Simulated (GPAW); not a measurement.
# As K ELNES/XANES of zinc-blende (GaAs)₁₋ₓ(AlAs)ₓ at x = 0.75 from DFT, part 3 of 3

Aim: the As K edge in zinc-blende (GaAs)₁₋ₓ(AlAs)ₓ at x = 0.75, one member of a composition series.

GPAW 26.7.0; X-ray absorption from dipole matrix elements to empty bands, plane-wave PAW LDA.

So far. Step 5 (Spectrum with XCH, As atom 6): Main maxima below 26 eV (height): 4.4 eV (1.42), 6.8 eV (1.39), 13.2 eV (0.94), 17.8 eV (0.95) and 25.6 eV (1.08). A K edge sees empty p states on the absorber. Step 5 (Spectrum with XCH, As atom 6): The energy difference (zero at 11881 eV) isn't read as a photon energy: for so heavy an absorber the terms left out (the hole's spin, the functional's error) amount to tens of eV or more.

### Step 7. Spectrum with XCH, Ga atom 1

The holes are 8.0 Å apart. The excited electron is kept in the cell, where it fills the lowest empty states and screens the hole. After the field has converged, empty bands are computed with the density fixed and the dipole matrix elements are summed.

The absorber has 3 As at 2.45 Å and 1 As at 2.46 Å (tetrahedral).

File xas.py:

```python
import numpy as np
from ase import Atoms
from ase.parallel import parprint, paropen
from gpaw import GPAW, PW, FermiDirac, Mixer, MixerDif, setup_paths
from gpaw.test import gen
setup_paths.insert(0, '.')
gen('Ga', name='fch1s', xcname='LDA', corehole=(1, 0, 1), write_xml=True)
from gpaw.mpi import world
world.barrier()

atoms = Atoms('GaAsGaAsAlAsAlAsAlAsAlAsAlAsAlAs',
    cell=[[0, 5.659, 5.659],
     [5.659, 0, 5.659],
     [5.659, 5.659, 0]],
    scaled_positions=[[0.9994542, 0.998523, 0.9996748],
     [0.1261863, 0.1248604, 0.123098],
     [0.9999947, 0.0006241, 0.4983299],
     [0.124986, 0.1251729, 0.6241895],
     [0.0011436, 0.499671, 0.0012108],
     [0.1271724, 0.6232992, 0.125913],
     [0.9994036, 0.5002321, 0.5008068],
     [0.1242251, 0.6247968, 0.6260051],
     [0.5009223, 0.9983408, 0.9992977],
     [0.624274, 0.1247231, 0.1241515],
     [0.5002339, 0.9983677, 0.4987842],
     [0.624003, 0.1233188, 0.624757],
     [0.5027202, 0.4998301, 0.9977413],
     [0.6265432, 0.6236871, 0.1245204],
     [0.4991073, 0.4983013, 0.4995044],
     [0.624869, 0.623949, 0.6232948]],
    pbc=True)
atoms.calc = calc = GPAW(legacy_gpaw=True, mode=PW(400, force_complex_dtype=True), xc='LDA', setups={0: 'fch1s'},
    kpts={'size': (3, 3, 3), 'gamma': True}, occupations=FermiDirac(0.04),
    charge=-1, mixer=Mixer(0.1, 5, 50), maxiter=150,
    convergence={'density': 0.0001, 'eigenstates': 1e-6}, txt='scf.txt')
energy = atoms.get_potential_energy() + calc.get_reference_energy()
ef = calc.get_fermi_level()
out = dict(energy=energy, fermi=ef, forces=atoms.get_forces().tolist())
parprint(f'all-electron energy {energy:.4f} eV, Fermi level {ef:.4f} eV')
ev = np.array([[calc.get_eigenvalues(k, s) for k in range(len(calc.get_ibz_k_points()))] for s in range(calc.get_number_of_spins())])
out['homo'], out['lumo'], out['counts'] = ev[ev < ef].max(), ev[ev > ef].min(), sorted(set((ev < ef).sum((0, 2)).tolist()))
out['filled'] = (ev[:, 0] < ef).sum(1).tolist()

from ase.units import Ha
from gpaw.xas import dipole_matrix_elements
nb = int(calc.get_number_of_electrons() / 2) + 185
top, nb = nb, nb + 8 + nb // 12
nscf = calc.fixed_density(kpts={'size': (4, 4, 4), 'gamma': True}, nbands=nb,
    convergence={'bands': top, 'eigenstates': 5e-3}, maxiter=60, txt='nscf.txt')
cell = atoms.cell.array
ops = [cell.T @ U.T @ np.linalg.inv(cell.T) for U in nscf.wfs.kd.symmetry.op_scc]
filled = [32]  # bands filled in the ground state, by spin
E = np.arange(-6, 30, 0.1)
fwhm = np.interp(E, [4, 25], [1.82, 3.5])
Y, X, zero, highest = 0, 0, 1e9, 1e9
for spin in range(nscf.get_number_of_spins()):
    wfs = nscf.wfs
    mine = wfs.bd.get_slice()  # this rank's bands
    A = dipole_matrix_elements(wfs.setups[0])
    eps = np.zeros((wfs.kd.nibzkpts, nb))
    d = np.zeros((3, A.shape[1], wfs.kd.nibzkpts, nb), complex)
    for kpt in wfs.kpt_u:
        if kpt.s == spin and 0 in kpt.P_ani:
            eps[kpt.k, mine] = kpt.eps_n * Ha
            d[:, :, kpt.k, mine] = (kpt.weight * wfs.nspins / 2) ** 0.5 * np.inner(A, kpt.P_ani[0])
    world.sum(eps)
    world.sum(d)
    T = np.einsum('amkn,bmkn->abkn', d, d.conj()).real
    T = sum(np.einsum('ai,ijkn,bj->abkn', R, T, R) for R in ops) / len(ops)
    empty = np.ones_like(eps, bool) & (np.arange(nb) >= filled[spin])
    zero, highest = min(zero, eps[empty].min()), min(highest, eps[:, top - 1].min())
    lines = [(eps, T, empty)] if spin == 0 else lines + [(eps, T, empty)]
for eps, T, empty in lines:
    f = np.einsum('aakn->akn', T).reshape(3, -1)
    x = eps.ravel() - zero
    w = np.interp(x, E, fwhm) / 2.35482
    g = np.exp(-0.5 * ((E[:, None] - x) / w) ** 2) / (w * (2 * np.pi) ** 0.5)
    Y = Y + (f * empty.ravel()) @ g.T
    X = X + (f * ~empty.ravel()) @ g.T
out.update(E=E.round(2).tolist(), xas=Y.tolist(), xes=X.tolist(), zero=zero, valid=highest - zero, nk=len(eps), nb=nb)
for i in range(0, len(E), 10):
    parprint(f'{E[i]:7.2f}', *(f'{v:10.3e}' for v in Y[:, i]))
import json
with paropen('out.json', 'w') as f:
    json.dump(out, f)
```

Command:

```console
OMP_NUM_THREADS=1 mpirun -n 4 gpaw python xas.py
```

Numbers of over 12 decimals in the logs are rounded to 6 here.

The log of the run:

```text
Input parameters:
  charge: -1
  convergence: {density: 0.0001,
                eigenstates: 1e-06}
  kpts: {gamma: True,
         size: (3, 3, 3)}
  maxiter: 150
  mixer: {backend: pulay,
          beta: 0.1,
          method: separate,
          nmaxold: 5,
          weight: 50}
  mode: {ecut: 400.0,
         force_complex_dtype: True,
         name: pw}
  occupations: {fixmagmom: False,
[...]
*p    :     0.576803
*d    :     0.000000
--------------------------------

Diagonalizing with gridspacing h=0.050

state   all-electron     PAW
-------------------------------
4s:      -0.729245    -0.729478
4p:      -0.423197    -0.423398
*d:                   -0.111370
*f:                   -0.021469
-------------------------------
all-electron energy -626146.6491 eV, Fermi level 5.5650 eV
[...]
28.00  1.205e-07  1.205e-07  1.189e-07
  29.00  1.207e-07  1.206e-07  1.188e-07
[key lines of the parts left out:]
Converged after 15 iterations.
Dipole moment: (-26.077261, -26.423759, -26.191994) |e|*Ang
Free energy:    -90.315113
Fermi level: 5.56496
```

It took 5.8 min on 4 MPI ranks of Arm Neoverse V1, shared host; peak memory 0.72 GiB.

The Ga K spectrum, Ga atom 1, excited-electron core hole (neutral cell) (energy from the bottom of the conduction band, which holds the excited electron; intensity scaled to a mean of 1 over the first 20 eV):

```csv
E (eV),isotropic,ε ∥ x,ε ∥ z
-2.00,0.00,0.00,0.00
-1.25,0.00,0.00,0.00
-0.50,0.03,0.03,0.03
0.25,0.14,0.14,0.14
1.00,0.40,0.40,0.40
1.75,0.75,0.76,0.74
2.50,1.16,1.18,1.13
3.25,1.61,1.63,1.59
4.00,1.98,1.97,2.02
4.75,1.86,1.82,1.93
5.50,1.38,1.36,1.41
6.25,1.04,1.04,1.04
7.00,0.96,0.97,0.93
7.75,0.95,0.96,0.90
8.50,0.90,0.92,0.85
9.25,0.86,0.88,0.82
10.00,0.89,0.90,0.87
10.75,0.97,0.97,0.98
11.50,1.11,1.10,1.14
12.25,1.22,1.21,1.23
13.00,1.19,1.19,1.20
13.75,1.05,1.05,1.06
14.50,0.89,0.89,0.90
15.25,0.77,0.76,0.78
16.00,0.71,0.70,0.72
16.75,0.72,0.71,0.74
17.50,0.77,0.76,0.79
18.25,0.81,0.80,0.82
19.00,0.79,0.79,0.79
19.75,0.75,0.76,0.75
20.50,0.73,0.73,0.72
21.25,0.71,0.72,0.71
22.00,0.71,0.71,0.71
22.75,0.70,0.70,0.70
23.50,0.69,0.69,0.69
24.25,0.69,0.69,0.69
25.00,0.69,0.69,0.69
25.75,0.71,0.71,0.70
26.50,0.73,0.73,0.72
27.25,0.75,0.75,0.74
28.00,0.75,0.76,0.75
```

Main maxima below 27 eV (height): 4.2 eV (2.01), 12.4 eV (1.23) and 18.4 eV (0.81). 

The energy difference (zero at 10381 eV) isn't read as a photon energy: for so heavy an absorber the terms left out (the hole's spin, the functional's error) amount to tens of eV or more.

### Step 8. Outcome

```yaml
absorber_and_edge: As K, atom 6 of the ground-state input (counted from 1)
surroundings: 2 Al at 2.45 Å, 1 Ga at 2.45 Å and 1 Al at 2.45 Å (tetrahedral)
highest_intensity_below_24_ev: 4.4 eV above the zero, height 1.42
```

**Reading.** The As K edge of atom 6, with 2 Al at 2.45 Å, 1 Ga at 2.45 Å and 1 Al at 2.45 Å (tetrahedral), has its highest intensity of the first 24 eV at 4.4 eV above the zero, 1.4 times the mean level of the first 20 eV (Gaussian full width 2.14 eV up to 4 eV, rising linearly to 3.5 eV at 25 eV). The script folds with a Gaussian, whereas the core hole's own line is a Lorentzian, so the onset is too steep and the first peak too high. Lifetime broadening is put in by hand, and intensities beyond about 20 eV depend on it and on the partial waves.

[Banner, clock and machine lines of the logs are left out without a mark of their own.]

[Logs are printed without paths, hosts, clocks, repeated set-up lines and the standing remarks that a program may print on its own settings, such as how far it seeks lower states.]

[Hosts, paths, dates, database ids (printed as entryN), source tags and the programs' standing remarks are cut or masked in the printed files.]

[Lists of maxima count a maximum above −3 eV only where it reaches 4 % of the highest in the window and stands out from its surroundings by 2 % of it (1.5 % where it reaches 55 %); shoulders and weaker maxima are passed over, and of the rest the first, up to two pre-edge ones and the few strongest are named.]
